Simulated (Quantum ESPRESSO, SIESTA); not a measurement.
# Equation of state of rocksalt HfN at PBEsol: programs compared

What equilibrium volume and bulk modulus does PBEsol give for rocksalt HfN, and do programs with other bases and potentials agree?

Values are calculated unless marked as measured.

### Step 1. Set-up

The cell holds 2 atoms (1 Hf and 1 N). It starts from typed lattice constants, and its volume is changed by -8 to +8 %. Symmetry fixes shape and atoms, so all levels solve the scaled cells as they are.

### Step 2. One input

Quantum ESPRESSO 7.5: Kohn-Sham DFT, PBEsol, GBRV 1.5 ultrasoft pseudopotentials, plane waves. Its pw.in for the cell at -2 %:

```
&control
  calculation = 'scf'
  pseudo_dir = './pseudo'
  outdir = './tmp'
  disk_io = 'none'
  tprnfor = .true.
  tstress = .true.
/
&system
  ibrav = 0
  nat = 2
  ntyp = 2
  ecutwfc = 50
  ecutrho = 300
  occupations = 'smearing'
  smearing = 'fd'
  degauss = 0.007350
/
&electrons
  conv_thr = 1.0e-08
  electron_maxstep = 100
  mixing_beta = 0.3
  mixing_mode = 'plain'
  diagonalization = 'david'
/
ATOMIC_SPECIES
Hf 178.490 Hf.upf
N 14.007 N.upf
CELL_PARAMETERS angstrom
0.00000 2.25476 2.25476
2.25476 0.00000 2.25476
2.25476 2.25476 0.00000
ATOMIC_POSITIONS crystal
Hf 0.00000 0.00000 0.00000
N 0.50000 0.50000 0.50000
K_POINTS automatic
12 12 12 0 0 0
```

Elapsed: 9.1 s, on 2 MPI ranks of Intel Xeon Platinum 8488C (Sapphire Rapids), shared host; peak memory 0.22 GiB.

### Step 3. Programs and settings

| level | basis or training data | k-meshes | runs with an energy | CPU time | peak memory (GiB) |
| --- | --- | --- | --- | --- | --- |
| QE, PBEsol (reference) | plane waves, GBRV 1.5 ultrasoft, 50/300 Ry | 12×12×12 | 9 of 9 | 2.6 min | 0.23 |
| SIESTA DZP, PBEsol | DZP orbitals, shift 0.01 Ry, mesh 400 Ry | 12×12×12 | 9 of 9 | 8.6 min | 0.41 |

CPU times are sums over those runs, relaxations that stopped short among them, on a shared host, and rough.

### Step 4. Energy and pressure

Energy over each level's lowest row (meV an atom), then pressure (GPa):

| volume change (%) | volume (Å³/atom) | E, QE, PBEsol | E, SIESTA DZP, PBEsol | P, QE, PBEsol | P, SIESTA DZP, PBEsol |
| --- | --- | --- | --- | --- | --- |
| -8 | 10.761 | 32.68 | 42.75 | 17.95 | 20.68 |
| -6 | 10.995 | 11.74 | 18.20 | 10.45 | 13.06 |
| -4 | 11.229 | 1.20 | 4.30 | 3.72 | 6.18 |
| -2 | 11.463 | 0.00 | 0.00 | -2.31 | -0.26 |
| +0 | 11.697 | 7.13 | 4.71 | -7.72 | -6.16 |
| +2 | 11.931 | 21.70 | 17.32 | -12.56 | -11.09 |
| +4 | 12.165 | 43.02 | 36.99 | -16.90 | -15.71 |
| +6 | 12.399 | 70.32 | 63.00 | -20.79 | -19.82 |
| +8 | 12.633 | 102.98 | 94.40 | -24.26 | -23.20 |

### Step 5. Fits

Third-order Birch–Murnaghan fits: the energy is a cubic in V^(−2/3), fitted to the energies of the rows that share one k-mesh, or through its derivative to the printed pressures. A tick marks the fit quoted below: that to energies where it misses by under 0.12 meV an atom, else that to pressures.

| level | fitted to | V0 (Å³/atom) | a (Å) | B0 (GPa) | B′ | r.m.s. miss |
| --- | --- | --- | --- | --- | --- | --- |
| QE, PBEsol | energies, 9 rows ✓ | 11.378 | 4.498 | 289.1 | 4.37 | 0.01 meV/atom |
| QE, PBEsol | pressures, 9 rows | 11.370 | 4.497 | 289.6 | 4.35 | 0.01 GPa |
| SIESTA DZP, PBEsol | energies, 9 rows ✓ | 11.451 | 4.508 | 295.2 | 4.31 | 0.10 meV/atom |
| SIESTA DZP, PBEsol | pressures, 9 rows | 11.450 | 4.508 | 293.7 | 4.30 | 0.13 GPa |

### Step 6. Findings

From its energies, the reference gives V0 = 11.378 Å³ an atom (a = 4.498 Å), B0 = 289 GPa and B′ = 4.4. SIESTA DZP, PBEsol (energies) lies +0.65 % from it in volume and +2.1 % in bulk modulus. Where both fits stand, they agree on V0 within 0.3 %.

Caveats: The nuclei are static, without zero-point or thermal motion. Spin–orbit coupling is left out. SIESTA's automatically made basis is far from complete, and its potentials were converted by us (checked for H, C, O, Si, Ge and Ca alone). The DFT runs use Fermi–Dirac occupations of width 0.1 eV, and energies are free energies.

[Logs are printed without paths, hosts, clocks, repeated set-up lines and the standing remarks that a program may print on its own settings, such as how far it seeks lower states.]

[Hosts, paths, dates, database ids (printed as entryN), source tags and the programs' standing remarks are cut or masked in the printed files.]
